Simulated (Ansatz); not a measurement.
# CsS3Br (R3m): refractive index against wavelength

The refractive index of CsS3Br (R3m) along x below the direct gap (1.64 eV on the mesh) is read from one computed spectrum, n = √(Re ε). x, y and z are the Cartesian axes of the input cell.

The structure is trigonal, space group R3m (No. 160). Conventional cell: a = 7.609 Å, b = 7.609 Å, c = 11.078 Å, α = 90.00°, β = 90.00°, γ = 120.00°. Around Cs on site a lie 1 Br at 3.55 Å and 9 S at 3.62 to 3.94 Å. Around Br on site a lie 3 S at 3.19 Å and 1 Cs at 3.55 Å. S on site b is surrounded by 2 S at 2.13 Å.

Method: Ansatz 0.2.0, PBE, independent particles, k-mesh 5×5×5 with interpolation inside its cells, Gaussian parameter 0.1 eV.

Launch of the response step: `ansatz run input.yaml --threads 2 --pin off --max-ram 5120MiB --backend cpu --events-out ev --progress --plain --runs-dir out`. The run took 72 s, on 2 threads of Arm Neoverse V2 (shared host).

```tsv
wavelength (nm)	photon energy E (eV)	n
3000	0.413	2.3487
2000	0.620	2.3627
1550	0.800	2.3805
1310	0.946	?
1064	1.165	2.4388
```

In the single-oscillator model n² − 1 = E₀E_d/(E₀² − E²), so 1/(n² − 1) = E₀/E_d − E²/(E₀E_d) is linear in E².

Working, on the rows shown:

| x = E² (eV²) | y = 1/(n² − 1) |
| --- | --- |
| 0.170801 | 0.221416 |
| 0.384302 | 0.218229 |
| 0.639837 | 0.21428 |
| 1.35784 | 0.202112 |

Means: x̄ = 0.6382, ȳ = 0.21401. Σ(x − x̄)(y − ȳ) = -0.01309, Σ(x − x̄)² = 0.8008. Slope = -0.01309 / 0.8008 = -0.01635; intercept = ȳ − slope · x̄ = 0.22444. Turned back into n, the line misses the rows shown by at most 0.0014.

Question: What does the fit predict for the withheld row, and how well does it do?

Answer: At x = 0.89576 the line gives y = 0.2098, that is 2.4014. The run gave 2.3997, so the interpolation is off by 0.0017, 1.8 % of the range in the table.

Refitted with all rows, the slope is -0.01627 and the intercept 0.22446. These give E₀ = √(intercept/−slope) = 3.71 eV and E_d = E₀/intercept = 16.5 eV; E₀ is 2.3 times the direct gap. The electronic limit at long wavelengths, without lattice vibrations, is n = √(1 + 1/intercept) = 2.336. The structure is a model and need not exist. Excitons are left out and so are local fields; PBE gaps are as a rule too small. Spin-orbit coupling is left out.

[Logs are printed without paths, hosts, clocks, repeated set-up lines and the standing remarks that a program may print on its own settings, such as how far it seeks lower states.]
